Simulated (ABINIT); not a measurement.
# TePb (Fm-3m): G0W0 in ABINIT against the bands in the self-energy

Wanted: the cheapest bands in the self-energy that holds the gap of TePb (Fm-3m).

Program: ABINIT 10.8.3. Level of theory: PBE and many-body steps on it, plane waves. Results are calculated unless marked as measured.

This is a report of a sequence of runs, with most program output left out.

### 1. Set-up

The structure is cubic, space group Fm-3m (No. 225). The conventional cell has a = 6.462 Å, b = 6.462 Å, c = 6.462 Å, α = 90.00°, β = 90.00°, γ = 90.00°. Te has 6 Pb at 3.23 Å nearest. Pb has 6 Te at 3.23 Å nearest. Farther neighbours and most contacts between anions are not listed.

The cell and positions come from the Crystallography Open Database and are kept as given unless a step says otherwise. Spin-orbit coupling is left out unless a step names it.

### 2. Screening, 4×4×4 mesh, 448 bands, screening to 272.1 eV

This step: ABINIT 10.8.3; RPA screening on PBE, plane waves, norm-conserving pseudopotentials.

The RPA dielectric matrix is built and inverted for each q.

run.abi reads:

```
acell 3*1.0 Angstrom
rprim 
  -0.000000000000 3.231000000000 3.231000000000
  3.231000000000 0.000000000000 3.231000000000
  3.231000000000 3.231000000000 0.000000000000
ntypat 2
znucl 52 82
natom 2
typat 1 2
xred 
  0.500000000000 0.500000000000 0.500000000000
  0.000000000000 -0.000000000000 -0.000000000000
pp_dirpath "pseudos"
pseudos "Te.upf, Pb.upf"
ecut 34
ngkpt 4 4 4
nshiftk 1
shiftk 0 0 0
kptopt 1
chksymbreak 0
istwfk *1
occopt 1
irdwfk 1
optdriver 3
nband 448
ecuteps 10
inclvkb 2
awtr 1
symchi 1
indata_prefix "in"
outdata_prefix "out"
tmpdata_prefix "tmp"
```

Run with:

```sh
$ OMP_NUM_THREADS=1 mpirun -n 8 abinit run.abi > log
```

It took 12 min on 8 MPI ranks of Arm Neoverse N1, shared host; peak memory 4.6 GiB.

This step gave:

* ε∞ with local fields, on this mesh, along the program's q direction: 38.74
* the same without local fields: 41.75
* plasma frequency: 24.76 eV
* plane waves in the screening matrix: 701

Local fields lower ε∞ by 7 %.

### 3. 23 bands

This step: G0W0 on PBE, plane waves, norm-conserving pseudopotentials.

Edit run.abi of step 2 so:

```diff
@@ -23,8 +23,17 @@
 irdwfk 1
-optdriver 3
-nband 448
+optdriver 4
+nband 23
+gwcalctyp 0
+ecutsigx 34
+symsigma 1
+nkptgw 2
+kptgw 
+  0.5000000000 0.0000000000 0.0000000000
+  0.0000000000 0.0000000000 0.0000000000
+bdgw 
+  13 18
+  13 18
 ecuteps 10
-inclvkb 2
-awtr 1
-symchi 1
+irdscr 1
+ppmodel 1
 indata_prefix "in"
```

Run time: 21 s. Hardware: 8 MPI ranks; peak memory 3.1 GiB.

Numbers from this step:

* G0W0 gap on the points computed: 0.8230 eV
* starting gap on the mesh: 0.7358 eV
* k of the valence top: 0.5, 0, 0
* k of the conduction bottom: 0.5, 0, 0
* Z at the valence top: 0.81
* Z at the conduction bottom: 0.818
* least direct G0W0 gap on the computed points: 0.8230 eV

### 4. 28 bands

Edit run.abi of step 3 so:

```diff
@@ -24,3 +24,3 @@
 optdriver 4
-nband 23
+nband 28
 gwcalctyp 0
```

Run time: 26 s. Hardware: 8 MPI ranks; peak memory 3.1 GiB.

Numbers from this step:

| Property | Result |
| --- | --- |
| G0W0 gap on the points computed | 0.8480 eV |
| starting gap on the mesh | 0.7358 eV |
| k of the valence top | 0.5, 0, 0 |
| k of the conduction bottom | 0.5, 0, 0 |
| Z at the valence top | 0.804 |
| Z at the conduction bottom | 0.812 |
| least direct G0W0 gap on the computed points | 0.8480 eV |

### 5. 53 bands

Edit run.abi of step 4 so:

```diff
@@ -24,3 +24,3 @@
 optdriver 4
-nband 28
+nband 53
 gwcalctyp 0
```

It took 41 s on 8 MPI ranks; peak memory 3.3 GiB.

This step gave:

```
G0W0 gap on the points computed              : 0.9500 eV
starting gap on the mesh                     : 0.7358 eV
k of the valence top                         : 0.5, 0, 0
k of the conduction bottom                   : 0.5, 0, 0
Z at the valence top                         : 0.795
Z at the conduction bottom                   : 0.804
least direct G0W0 gap on the computed points : 0.9500 eV
```

### 6. 124 bands

The self-energy is evaluated for the states that the input lists, and the levels follow from it, in one-shot runs by the linearised quasiparticle equation.

Edit run.abi of step 5 so:

```diff
@@ -24,3 +24,3 @@
 optdriver 4
-nband 53
+nband 124
 gwcalctyp 0
```

It took 86 s on 8 MPI ranks; peak memory 3.7 GiB; 11 min of CPU time.

This step gave:

| Quantity | Value |
| --- | --- |
| G0W0 gap on the points computed | 1.065 eV |
| starting gap on the mesh | 0.7358 eV |
| k of the valence top | 0.5, 0, 0 |
| k of the conduction bottom | 0.5, 0, 0 |
| least direct G0W0 gap on the computed points | 1.065 eV |

The gap on the mesh goes from 0.74 eV to 1.06 eV, a correction of +0.33 eV.

### 7. 268 bands

Edit run.abi of step 6 so:

```diff
@@ -24,3 +24,3 @@
 optdriver 4
-nband 124
+nband 268
 gwcalctyp 0
```

The job ended after 2.9 min (8 MPI ranks; peak memory 4.6 GiB; 23 min of CPU time).

Numbers from this step:

```yaml
g0w0_gap_on_the_points_computed: 1.113 eV
starting_gap_on_the_mesh: 0.7358 eV
k_of_the_valence_top: 0.5, 0, 0
k_of_the_conduction_bottom: 0.5, 0, 0
least_direct_g0w0_gap_on_the_computed_points: 1.113 eV
```

Against the run before, the gap moves by +0.048 eV.

### 8. 448 bands

Edit run.abi of step 7 so:

```diff
@@ -24,3 +24,3 @@
 optdriver 4
-nband 268
+nband 448
 gwcalctyp 0
```

Run time: 4.8 min. Hardware: 8 MPI ranks; peak memory 5.7 GiB.

Numbers from this step:

```yaml
g0w0_gap_on_the_points_computed: 1.126 eV
starting_gap_on_the_mesh: 0.7358 eV
k_of_the_valence_top: 0.5, 0, 0
k_of_the_conduction_bottom: 0.5, 0, 0
least_direct_g0w0_gap_on_the_computed_points: 1.126 eV
```

Against the run before, the gap moves by +0.013 eV.

### 9. The runs together

Times are wall times on 8 MPI ranks of Arm Neoverse N1, shared host, good to a factor of about two. A run's time includes the screening step that it read.

```tsv
run	mesh	bands	screening cutoff (eV)	DFT gap (eV)	gap on the mesh (eV)	direct (eV)	ε∞ used	time
23 bands	4×4×4	23	272.1	0.736	0.823	0.823	38.74	13 min
28 bands	4×4×4	28	272.1	0.736	0.848	0.848	38.74	13 min
53 bands	4×4×4	53	272.1	0.736	0.950	0.950	38.74	13 min
124 bands	4×4×4	124	272.1	0.736	1.065	1.065	38.74	14 min
268 bands	4×4×4	268	272.1	0.736	1.113	1.113	38.74	15 min
448 bands	4×4×4	448	272.1	0.736	1.126	1.126	38.74	17 min
```

### 10. Outcome

```yaml
23_bands: 0.823 eV
28_bands: 0.848 eV
53_bands: 0.950 eV
124_bands: 1.065 eV
268_bands: 1.113 eV
448_bands: 1.126 eV
known_limits: not at the basis limit; model gap, bands may invert with spin-orbit coupling; exchange with frozen shells missing; mesh may overstate the screening; no spin-orbit coupling; coarse k mesh
```

In words: The setting moved: bands in the self-energy. From 23 bands to 448 bands the gap moves by +0.30 eV. The last step still moves it by +0.013 eV. Bands and screening cutoff are coupled, so a series along one setting does not show full convergence. Bands and cutoff are finite, so the gap is not at the basis limit. The miss can reach some tenths of an eV and take either sign; the mesh is an error of its own. In the first G0W0 run levels were corrected at 2 k points alone, so a gap called «on the mesh» is the least over those, and an edge elsewhere would be missed. The 4×4×4 mesh is coarse for this cell, which bears on the long-range parts of exchange and screening. Where an edge is built on 6p states of lead, bismuth or thallium, scalar-relativistic gaps usually stand too wide, by a few tenths to over one eV. With atoms this heavy and so narrow a gap, spin-orbit coupling can invert the bands. These scalar-relativistic gaps are then model values, not to be set against experiment, and a spin-orbit change taken from DFT can't simply be added. The norm-conserving file of at least one element keeps a d shell over frozen s and p shells of the same row. Exchange with those shells is missing from the self-energy, an error of 0.3 to 0.9 eV in cases checked, whose sign depends on which edge lies on those atoms. For the PBE start: The RPA ε∞ on this mesh reaches over 25; with a narrow direct gap a coarse mesh can overstate it, and the correction is then too small.

[Paths, hosts, dates, memory and timing lines, banners, echoed tables and standing remarks are left out of the program output.]

[Logs are printed without paths, hosts, clocks, repeated set-up lines and the standing remarks that a program may print on its own settings, such as how far it seeks lower states.]

[Runs of the session that timed out or met a known fault of the program may be left out.]

[No measured gap is set beside runs whose start may be inverted or whose files or cutoffs have a known fault.]

[Hosts, paths, dates, database ids (printed as entryN), source tags and the programs' standing remarks are cut or masked in the printed files.]

[G0W0 gaps are taken among the corrected bands and points alone; a level outside them can change the order at an edge.]

[Where Ansatz stands beside ABINIT at settings called matched, ABINIT's density can come from a denser mesh and the files from another edition; pairs whose starting gaps differed by over 0.03 eV were left out, so agreement reads better than it is.]
